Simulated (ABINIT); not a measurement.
# Calculated records

## Beyond one shot: KMgH3 (Pm-3m)

Symmetry: Pm-3m, No. 221, cubic system. The conventional cell has a = 4.025 Å, b = 4.025 Å, c = 4.025 Å, α = 90.00°, β = 90.00°, γ = 90.00°. Nearest to K lie 12 H at 2.85 Å. Nearest to Mg lie 6 H at 2.01 Å. H has 2 Mg at 2.01 Å and 8 H at 2.85 Å and 4 K at 2.85 Å nearest. Farther neighbours, and contacts between anions beyond the nearest, are not listed.

```
method        : RPA screening on LDA from quasiparticle energies and orbitals, plane waves, norm-conserving pseudopotentials (and 4 further levels or steps)
program       : ABINIT 10.8.3
settings      : cutoff 38 Ha, PseudoDojo scalar-relativistic 0.4.1 standard, norm-conserving, ngkpt (2, 2, 2), nband 37, ecuteps 3.2 Ha, gwcalctyp 28, inclvkb 2, shiftk (0, 0, 0), symchi 1, awtr 1, frequency ppm, cycle 9, q points all but q = 0, 2×2×2 k-mesh
cost          : 28 runs, 1.7 min in all on 4 MPI ranks of Arm Neoverse V2, shared host
notes         : The cell and positions come from the Crystallography Open Database and are kept as given unless a step says otherwise. The 2×2×2 mesh is coarse for this cell, which bears on the long-range parts of exchange and screening.
G0W0          : 4.126 eV
QSGW, cycle 1 : 4.610 eV
QSGW, cycle 2 : 5.174 eV
QSGW, cycle 3 : 5.294 eV
QSGW, cycle 4 : 5.281 eV
QSGW, cycle 5 : 5.243 eV
QSGW, cycle 6 : 5.208 eV
QSGW, cycle 7 : 5.185 eV
QSGW, cycle 8 : 5.170 eV
QSGW, cycle 9 : 5.161 eV
known limits  : short of the basis limit; coarse k mesh
```

Only the bands that the input lists are updated; the higher empty ones keep the functional's energies. QSGW ends at 5.16 eV, +1.03 eV from G0W0, after 9 cycles that took 94 s beside the first screening; the last moved the gap by 0.009 eV.

[Long decimals in the printed logs are rounded to 6 places.]

[Logs are printed without paths, hosts, clocks, repeated set-up lines and the standing remarks that a program may print on its own settings, such as how far it seeks lower states.]

[Paths, hosts, dates, memory and timing lines, banners, echoed tables and standing remarks are left out of the program output; an Ansatz launch command may be rebuilt from the run's recorded settings. Measured values are a selection of at most five: reports struck by readers or far from the other reports are left out. None is set beside runs whose start may be inverted or whose files or cutoffs have a known fault.]

[Runs of the session that timed out or met a known fault of the program may be left out.]

[Hosts, paths, dates, database ids (printed as entryN), source tags and the programs' standing remarks are cut or masked in the printed files.]

[G0W0 gaps are taken among the corrected bands and points alone; a level outside them can change the order at an edge.]

[Where Ansatz stands beside ABINIT at settings called matched, ABINIT's density can come from a denser mesh and the files from another edition; pairs whose starting gaps differed by over 0.03 eV were left out, so agreement reads better than it is.]
